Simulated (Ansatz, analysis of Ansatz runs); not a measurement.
**Migration in Y2S2O (P2_1/c): V_S hop (3.4 Å), charge +2**

Aim: the barrier of one jump in Y2S2O (P2_1/c) at charge +2: V_S hop (3.4 Å). The model is a cell of 40 host atoms with 1 S taken out; S is the atom that moves.

Program: Ansatz 0.2.0. Level of theory: plane-wave PAW DFT, LDA; nudged elastic band between two relaxed defect structures at fixed charge in a uniform background. Results are calculated unless marked as measured.

Most raw output is cut from this account.

## Step 1: Set-up

The cell holds 39 atoms: 16 Y, 15 S and 8 O. Cell: a = 9.558 Å, b = 9.611 Å, c = 10.562 Å, α = 56.3°, β = 68.7°, γ = 66.9°. It derives from Y2S2O (space group P2_1/c). Nearest the centre at fractional (0.484, 0.569, 0.310): S27 at 1.71 Å, Y7 at 2.12 Å, Y1 at 2.27 Å, Y6 at 2.88 Å, S26 at 3.34 Å, S18 at 3.36 Å, O38 at 3.48 Å, S21 at 3.53 Å. The cell carries charge +2.

As a file:

```xyz
39
Lattice="-1.1302 6.7797 6.6422 6.9691 0.0000 6.6185 8.0992 6.7797 -0.0236" Properties=species:S:1:pos:R:3 pbc="T T T"
Y     6.1410    6.4114    4.9637
Y     5.0108    6.4114   11.6059
Y     8.3622    3.0216    4.9522
Y     8.3622    9.8012    4.9522
Y     8.9273    7.1480    1.6312
Y     7.7971    7.1480    8.2733
Y     5.5759    3.7581    8.2848
Y     5.5759   10.5378    8.2848
Y    10.7663    5.8046    4.4819
Y     2.6671    5.8046    4.5056
Y     3.7369    2.4148    5.4340
Y     3.7369    9.1944    5.4340
Y    11.2710    7.7548    8.7315
Y     3.1718    7.7548    8.7551
Y    10.2012    4.3649    7.8030
Y    10.2012   11.1446    7.8030
S     6.3789    1.8865    6.4208
S     6.3789    8.6662    6.4208
S     2.0982    2.4877    2.8293
S     9.0673    9.2673    9.4478
S     4.8708    4.2920    3.7892
S    11.8399   11.0717   10.4077
S     9.6324    7.6818    6.1268
S     1.5332    7.6818    6.1504
S     8.1243    5.2763    3.4952
S     6.9941    5.2763   10.1374
S     7.5592    4.8932    6.8163
S     7.5592   11.6729    6.8163
S     6.9440    8.2830    3.0997
S     5.8138    8.2830    9.7419
S    12.4050    5.8775    7.0867
O     9.6786    6.1878    8.9364
O     9.6786   12.9675    8.9364
O    10.2436    3.9817    5.6154
O     2.1444    3.9817    5.6390
O     4.2596    0.5918    4.3006
O     4.2596    7.3715    4.3006
O    11.7937    9.5777    7.5981
O     3.6945    9.5777    7.6217
```

The cell's shortest repeat is 9.6 Å.

## Step 2: Relaxation of the start point, charge +2

A barrier is counted from a minimum, so both ends are relaxed first. Small random displacements break the symmetry of the ideal sites, so that the defect can distort if it gains by it. The charge of +2 is set by the electron count, and a uniform background keeps the cell neutral.

The input, qp2.start/input.yaml:

```yaml
crystal:
  lattice:
    - [-1.13015356, 6.77967323, 6.6421666]
    - [6.96905613, 0.0, 6.61852732]
    - [8.0992097, 6.77967323, -0.02363928]
  atoms:
    - { symbol: "Y", position: [0.41656442, 0.33381268, 0.52911365] }
    - { symbol: "Y", position: [0.91656442, 0.83381268, 0.02911365] }
    - { symbol: "Y", position: [0.02911365, 0.72050926, 0.41656442] }
    - { symbol: "Y", position: [0.52911365, 0.22050926, 0.91656442] }
    - { symbol: "Y", position: [0.08343558, 0.16618732, 0.97088635] }
    - { symbol: "Y", position: [0.58343558, 0.66618732, 0.47088635] }
    - { symbol: "Y", position: [0.47088635, 0.77949074, 0.08343558] }
    - { symbol: "Y", position: [0.97088635, 0.27949074, 0.58343558] }
    - { symbol: "Y", position: [0.05592476, 0.62391369, 0.80025064] }
    - { symbol: "Y", position: [0.55592476, 0.12391369, 0.30025064] }
    - { symbol: "Y", position: [0.30025064, 0.51991091, 0.05592476] }
    - { symbol: "Y", position: [0.80025064, 0.01991091, 0.55592476] }
    - { symbol: "Y", position: [0.44407524, 0.87608631, 0.69974936] }
    - { symbol: "Y", position: [0.94407524, 0.37608631, 0.19974936] }
    - { symbol: "Y", position: [0.19974936, 0.98008909, 0.44407524] }
    - { symbol: "Y", position: [0.69974936, 0.48008909, 0.94407524] }
    - { symbol: S, position: [0.16263204, 0.8073203, 0.11562368] }
    - { symbol: S, position: [0.66263204, 0.3073203, 0.61562368] }
    - { symbol: S, position: [0.23768224, 0.18941516, 0.12924741] }
    - { symbol: S, position: [0.73768224, 0.68941516, 0.62924741] }
    - { symbol: S, position: [0.26231776, 0.31058484, 0.37075259] }
    - { symbol: S, position: [0.76231776, 0.81058484, 0.87075259] }
    - { symbol: S, position: [0.37075259, 0.5563448, 0.76231776] }
    - { symbol: S, position: [0.87075259, 0.0563448, 0.26231776] }
    - { symbol: S, position: [0.11562368, 0.41442398, 0.66263204] }
    - { symbol: S, position: [0.61562368, 0.91442398, 0.16263204] }
    - { symbol: S, position: [0.33736796, 0.6926797, 0.38437632] }
    - { symbol: S, position: [0.83736796, 0.1926797, 0.88437632] }
    - { symbol: S, position: [0.38437632, 0.08557602, 0.83736796] }
    - { symbol: S, position: [0.88437632, 0.58557602, 0.33736796] }
    - { symbol: S, position: [0.12924741, 0.9436552, 0.73768224] }
    - { symbol: O, position: [0.43980694, 0.91052819, 0.4728954] }
    - { symbol: O, position: [0.93980694, 0.41052819, 0.9728954] }
    - { symbol: O, position: [0.0271046, 0.82323053, 0.56019306] }
    - { symbol: O, position: [0.5271046, 0.32323053, 0.06019306] }
    - { symbol: O, position: [0.06019306, 0.58947181, 0.0271046] }
    - { symbol: O, position: [0.56019306, 0.08947181, 0.5271046] }
    - { symbol: O, position: [0.4728954, 0.67676947, 0.93980694] }
    - { symbol: O, position: [0.9728954, 0.17676947, 0.43980694] }
total_charge: 2
basis:
  ecutwfc: 420
  xc_grid: 2
hamiltonian:
  xc: lda
kpoints:
  mp_grid: { grid: [1, 1, 1] }
scf:
  occupations: { method: fixed }
  max_iter: 60
output:
  forces: true
relax:
  f_tol: 0.02
  max_steps: 70
  random_displacement: { amplitude: 0.03, seed: 4921 }
```

Started as:

```
> ansatz run input.yaml --threads 4 --pin off --max-ram 7536MiB --backend cpu --events-out ev --progress --plain --runs-dir out
```

It took 17 s on 4 threads of Arm Neoverse V1, shared host; peak memory 0.72 GiB.

Step by step:

| step | energy less that of the first step (eV) | largest force component (eV/Å) |
| --- | --- | --- |
| 1 | 0.0000 | 1.8871 |
| 2 | -1.2259 | 0.6109 |
| 3 | -1.3540 | 0.6040 |
| 4 | -1.3732 | 0.4654 |
| 5 | -1.4632 | 0.1744 |
| 6 | -1.4732 | 0.0448 |
| 7 | -1.4740 | 0.0062 |

The atoms that moved most (Å, from the sites as typed, ahead of the random displacement):

| atom | dx | dy | dz | length |
| --- | --- | --- | --- | --- |
| Y7 | 0.113 | -0.160 | 0.089 | 0.215 |
| S27 | -0.192 | 0.055 | -0.062 | 0.209 |
| Y14 | -0.091 | 0.160 | 0.098 | 0.208 |
| Y1 | 0.116 | 0.015 | -0.151 | 0.191 |
| Y16 | -0.120 | -0.102 | 0.099 | 0.186 |
| S24 | 0.128 | -0.052 | 0.046 | 0.146 |
| O38 | 0.047 | 0.120 | 0.034 | 0.134 |
| S18 | -0.089 | -0.088 | -0.005 | 0.125 |

Final coordinates:

```xyz
39
Lattice="-1.1302 6.7797 6.6422 6.9691 0.0000 6.6185 8.0992 6.7797 -0.0236" Properties=species:S:1:pos:R:3 pbc="T T T"
Y     6.2570    6.4271    4.8130
Y     5.0026    6.4141   11.5897
Y     8.3508    2.9995    4.9395
Y     8.3538    9.8183    5.0181
Y     8.9606    7.1120    1.6006
Y     7.7629    7.1328    8.2571
Y     5.6886    3.5993    8.3743
Y     5.5812   10.5257    8.2584
Y    10.7749    5.8518    4.4888
Y     2.6307    5.7908    4.4079
Y     3.7388    2.4586    5.4950
Y     3.7268    9.2174    5.4068
Y    11.2655    7.7380    8.7405
Y     3.0806    7.9152    8.8536
Y    10.1995    4.3846    7.7427
Y    10.0808   11.0433    7.9017
S     6.4284    1.8451    6.4382
S     6.2902    8.5789    6.4160
S     2.0637    2.5502    2.8120
S     9.0493    9.1876    9.4697
S     4.8934    4.2879    3.8953
S    11.8318   11.0973   10.3504
S     9.6276    7.7287    6.1328
S     1.6614    7.6308    6.1966
S     8.2072    5.2270    3.4273
S     6.9873    5.2639   10.1296
S     7.3671    4.9485    6.7549
S     7.5445   11.6564    6.8030
S     7.0130    8.2544    3.1082
S     5.7671    8.2583    9.7122
S    12.4029    5.8893    7.1130
O     9.6771    6.1962    8.8882
O     9.7795   12.9810    8.8978
O    10.1980    3.9973    5.5985
O     2.1826    4.0557    5.7189
O     4.2344    0.6315    4.3369
O     4.2723    7.3106    4.3137
O    11.8408    9.6988    7.6328
O     3.6769    9.6357    7.6053
```

Neighbours of S27 at the end:

| atom | distance (Å) |
| --- | --- |
| Y6 | 2.680 |
| Y1 | 2.681 |
| Y7 | 2.694 |
| Y3 | 2.839 |
| Y15 | 3.052 |
| O34 | 3.203 |
| S17 | 3.258 |
| O32 | 3.383 |
| S26 | 3.411 |

Read from the output:

```
free energy                                                                                       : -77521.0839 eV
largest move from the ideal geometry of this structure, a common shift of the far atoms taken out : 0.2196 Å
```

The relaxation gained 1.474 eV and ended with a largest force component of 0.0062 eV/Å.

## Step 3: Relaxation of the end point, charge +2

The end point is relaxed in the same cell and settings, so that the two energies compare.

qp2.end/input.yaml, as its differences from qp2.start/input.yaml of step 2:

```diff
@@ -32,3 +32,3 @@
     - { symbol: S, position: [0.61562368, 0.91442398, 0.16263204] }
-    - { symbol: S, position: [0.33736796, 0.6926797, 0.38437632] }
+    - { symbol: S, position: [0.630952, 0.445065, 0.235612] }
     - { symbol: S, position: [0.83736796, 0.1926797, 0.88437632] }
```

It took 14 s on 4 threads; peak memory 0.71 GiB.

Step by step:

| step | energy less that of the first step (eV) | largest force component (eV/Å) |
| --- | --- | --- |
| 1 | 0.0000 | 2.0090 |
| 2 | -1.2896 | 0.5252 |
| 3 | -1.4507 | 0.2332 |
| 4 | -1.5010 | 0.1010 |
| 5 | -1.5039 | 0.0197 |
| 6 | -1.5039 | 0.0197 |

The atoms that moved most (Å, from the sites as typed, ahead of the random displacement):

| atom | dx | dy | dz | length |
| --- | --- | --- | --- | --- |
| Y15 | 0.175 | -0.056 | 0.101 | 0.209 |
| S17 | 0.056 | 0.198 | 0.007 | 0.206 |
| Y3 | 0.102 | -0.138 | -0.075 | 0.187 |
| S27 | 0.182 | -0.001 | 0.004 | 0.182 |
| Y7 | -0.124 | -0.061 | 0.085 | 0.162 |
| O34 | -0.089 | -0.005 | 0.121 | 0.150 |
| Y1 | -0.089 | 0.076 | -0.086 | 0.145 |
| S25 | -0.013 | -0.037 | 0.138 | 0.144 |

Neighbours of S27 at the end:

| atom | distance (Å) |
| --- | --- |
| Y7 | 2.686 |
| Y14 | 2.787 |
| Y1 | 2.819 |
| Y16 | 2.886 |
| O38 | 3.228 |
| O37 | 3.272 |
| Y10 | 3.277 |
| O35 | 3.364 |

Numbers from this step:

| Property | Result |
| --- | --- |
| free energy | -77520.9249 eV |
| largest move from the ideal geometry of this structure, a common shift of the far atoms taken out | 0.2045 Å |

The relaxation gained 1.504 eV and ended with a largest force component of 0.020 eV/Å. The end lies 0.159 eV above the start.

## Step 4: Nudged elastic band, charge +2

5 movable images are laid between the ends on a pair-potential path, which keeps atoms from colliding in the first guess. Each image feels the true force across the path and a spring force along it. The highest image is set to climb to the top of the path.

This step: plane-wave PAW DFT, LDA; nudged elastic band between two relaxed defect structures at fixed charge in a uniform background.

The input, qp2.neb/input.yaml:

```yaml
crystal:
  lattice:
    - [-1.13015356, 6.77967323, 6.6421666]
    - [6.96905613, 0.0, 6.61852732]
    - [8.0992097, 6.77967323, -0.02363928]
  atoms:
    - { symbol: "Y", position: [0.40081226, 0.32690804, 0.54718741] }
    - { symbol: "Y", position: [0.91622196, 0.83171472, 0.02985444] }
    - { symbol: "Y", position: [0.02736337, 0.72033402, 0.41505965] }
    - { symbol: "Y", position: [0.53515932, 0.22438309, 0.91303657] }
    - { symbol: "Y", position: [0.07675555, 0.16828164, 0.97226172] }
    - { symbol: "Y", position: [0.58337479, 0.66379417, 0.46871305] }
    - { symbol: "Y", position: [0.45803746, 0.8058704, 0.0728576] }
    - { symbol: "Y", position: [0.96795632, 0.2784457, 0.58457941] }
    - { symbol: "Y", position: [0.05931558, 0.62155498, 0.80381712] }
    - { symbol: "Y", position: [0.55081734, 0.11428655, 0.30333097] }
    - { symbol: "Y", position: [0.30731925, 0.52202162, 0.05532704] }
    - { symbol: "Y", position: [0.80080273, 0.0152578, 0.55875974] }
    - { symbol: "Y", position: [0.44376552, 0.87775559, 0.69758911] }
    - { symbol: "Y", position: [0.96790553, 0.3670565, 0.19958398] }
    - { symbol: "Y", position: [0.19739974, 0.97335042, 0.44933317] }
    - { symbol: "Y", position: [0.70608578, 0.48857079, 0.92280032] }
    - { symbol: S, position: [0.15767066, 0.81492959, 0.11448782] }
    - { symbol: S, position: [0.66134361, 0.30784773, 0.60403875] }
    - { symbol: S, position: [0.24329821, 0.18117411, 0.13285924] }
    - { symbol: S, position: [0.73432447, 0.69605912, 0.62084107] }
    - { symbol: S, position: [0.26749604, 0.32139186, 0.36496326] }
    - { symbol: S, position: [0.76098943, 0.80327114, 0.87586609] }
    - { symbol: S, position: [0.37489924, 0.55310977, 0.7650867] }
    - { symbol: S, position: [0.86208962, 0.07202716, 0.26344511] }
    - { symbol: S, position: [0.10248242, 0.41737248, 0.66850057] }
    - { symbol: S, position: [0.61462175, 0.91425524, 0.16180211] }
    - { symbol: S, position: [0.34928882, 0.67142484, 0.38061001] }
    - { symbol: S, position: [0.83619458, 0.19184582, 0.88312076] }
    - { symbol: S, position: [0.37857002, 0.09269889, 0.83895433] }
    - { symbol: S, position: [0.88351221, 0.5819572, 0.33458717] }
    - { symbol: S, position: [0.13195898, 0.94491832, 0.73671596] }
    - { symbol: O, position: [0.43738533, 0.9056857, 0.47654809] }
    - { symbol: O, position: [0.93207886, 0.41247483, 0.98260889] }
    - { symbol: O, position: [0.02996767, 0.81780144, 0.55963105] }
    - { symbol: O, position: [0.5353984, 0.32699557, 0.06282244] }
    - { symbol: O, position: [0.0670224, 0.58810429, 0.0261242] }
    - { symbol: O, position: [0.55576679, 0.09587875, 0.52255208] }
    - { symbol: O, position: [0.48118134, 0.673732, 0.94938935] }
    - { symbol: O, position: [0.97719067, 0.16999492, 0.44406919] }
total_charge: 2
basis:
  ecutwfc: 420
  xc_grid: 2
hamiltonian:
  xc: lda
kpoints:
  mp_grid: { grid: [1, 1, 1] }
scf:
  occupations: { method: fixed }
  max_iter: 60
output:
  forces: true
neb:
  images: 5
  f_tol: 0.05
  climbing: true
  initial_path: idpp
  max_iterations: 45
  order_check: false
  final_atoms:
    - { symbol: "Y", position: [0.42218735, 0.3127026, 0.53670271] }
    - { symbol: "Y", position: [0.91722266, 0.83128106, 0.03313354] }
    - { symbol: "Y", position: [0.00793092, 0.72802926, 0.41935973] }
    - { symbol: "Y", position: [0.53136496, 0.21335879, 0.92022508] }
    - { symbol: "Y", position: [0.08620352, 0.16643122, 0.97011123] }
    - { symbol: "Y", position: [0.5944266, 0.65450834, 0.47916757] }
    - { symbol: "Y", position: [0.47961915, 0.78104876, 0.06760577] }
    - { symbol: "Y", position: [0.96599327, 0.28343658, 0.58864412] }
    - { symbol: "Y", position: [0.05962166, 0.62470539, 0.79982967] }
    - { symbol: "Y", position: [0.5527712, 0.11343707, 0.3036306] }
    - { symbol: "Y", position: [0.30283892, 0.51265221, 0.06057522] }
    - { symbol: "Y", position: [0.80260614, 0.01988505, 0.55561825] }
    - { symbol: "Y", position: [0.44053936, 0.86785642, 0.69982765] }
    - { symbol: "Y", position: [0.94202407, 0.379838, 0.19716112] }
    - { symbol: "Y", position: [0.19148381, 1.00114795, 0.44598076] }
    - { symbol: "Y", position: [0.7001278, 0.47187368, 0.94947206] }
    - { symbol: S, position: [0.1743658, 0.79423831, 0.13501019] }
    - { symbol: S, position: [0.66079445, 0.30356077, 0.61917035] }
    - { symbol: S, position: [0.23420552, 0.18378459, 0.13509274] }
    - { symbol: S, position: [0.73751806, 0.68116975, 0.63291642] }
    - { symbol: S, position: [0.26502676, 0.3042204, 0.37407624] }
    - { symbol: S, position: [0.76798375, 0.81216241, 0.86677815] }
    - { symbol: S, position: [0.3739593, 0.55031201, 0.7588196] }
    - { symbol: S, position: [0.86261446, 0.06236352, 0.26180934] }
    - { symbol: S, position: [0.12283022, 0.42562811, 0.65193299] }
    - { symbol: S, position: [0.60502515, 0.90202954, 0.17075592] }
    - { symbol: S, position: [0.62007594, 0.45415681, 0.24828644] }
    - { symbol: S, position: [0.83813194, 0.18696208, 0.89176667] }
    - { symbol: S, position: [0.38514644, 0.08142237, 0.83682524] }
    - { symbol: S, position: [0.88676293, 0.58377553, 0.33632295] }
    - { symbol: S, position: [0.12734682, 0.94689281, 0.74252201] }
    - { symbol: O, position: [0.43621366, 0.89797476, 0.4745737] }
    - { symbol: O, position: [0.94242912, 0.41151534, 0.97158886] }
    - { symbol: O, position: [0.04017191, 0.82586703, 0.5483812] }
    - { symbol: O, position: [0.52669298, 0.31806881, 0.0637324] }
    - { symbol: O, position: [0.06224088, 0.58956615, 0.026758] }
    - { symbol: O, position: [0.56000367, 0.07813292, 0.52981673] }
    - { symbol: O, position: [0.47671483, 0.66973063, 0.93784955] }
    - { symbol: O, position: [0.9661716, 0.1829945, 0.4428374] }
```

Elapsed: 2.4 min, on 4 threads; peak memory 2.2 GiB.

The path, image by image:

| image | path (Å) | energy (eV) | S27: x, y, z (Å) |
| --- | --- | --- | --- |
| 0 | 0.000 | 0.0000 | 7.367, 4.948, 6.755 |
| 1 | 0.575 | 0.2123 | 6.954, 5.054, 6.741 |
| 2 | 1.149 | 0.6410 | 6.472, 5.260, 6.834 |
| 3 | 1.724 | 0.8326 | 5.998, 5.523, 6.972 |
| 4 | 2.349 | 0.6290 | 5.495, 5.810, 7.136 |
| 5 | 2.974 | 0.2927 | 4.958, 5.965, 7.226 |
| 6 | 3.599 | 0.1590 | 4.475, 5.887, 7.119 |

Numbers from this step:

```
free energy      : -77520.2513 eV
barrier forward  : 0.8326 eV
barrier backward : 0.6737 eV
end less start   : 0.1590 eV
hop length       : 3.062 Å
```

Track of the atom that was set to move:

| image | x (Å) | y (Å) | z (Å) | nearest neighbour | distance (Å) |
| --- | --- | --- | --- | --- | --- |
| 0 | 7.367 | 4.948 | 6.755 | Y | 2.68 |
| 1 | 6.954 | 5.054 | 6.741 | Y | 2.575 |
| 2 | 6.472 | 5.26 | 6.834 | Y | 2.507 |
| 3 | 5.998 | 5.523 | 6.972 | Y | 2.501 |
| 4 | 5.495 | 5.81 | 7.136 | Y | 2.554 |
| 5 | 4.958 | 5.965 | 7.226 | Y | 2.632 |
| 6 | 4.475 | 5.887 | 7.119 | Y | 2.686 |

The band met its tolerance of 0.05 eV/Å after 6 iterations, with image 3 on top (the start counts as 0). S27, which moves farthest between the ends, has 5 Y at 2.68 to 3.05 Å nearest at the start and 3 Y at 2.50 to 2.61 Å at the top.

## Step 5: What came out

- barrier forward: 0.83 eV
- barrier backward: 0.67 eV
- end less start: 0.16 eV
- hop length: 3.06 Å
- band iterations, as the log counts them: 6

In words: The top of the band lies 0.83 eV above the start and 0.67 eV above the end. With an assumed prefactor of 1e13 per second it gives one hop a second along this one path at about 320 K; whether such hops link up through the crystal wasn't checked. At the top S27 stands 2.50 Å from its nearest Y, 0.18 Å closer than at the start. The order of the top as a saddle was not checked for all atoms, so a bent path could be lower. No image-charge correction is applied; it largely cancels along a path if the charge stays localised alike. Limits: sampling at the zone centre alone can move energies of charged and open-shell states by tenths of an eV or more in cells of this size.

[Logs are printed without paths, hosts, clocks, repeated set-up lines and the standing remarks that a program may print on its own settings, such as how far it seeks lower states.]

[Hosts, paths, dates, database ids (printed as entryN), source tags and the programs' standing remarks are cut or masked in the printed files.]
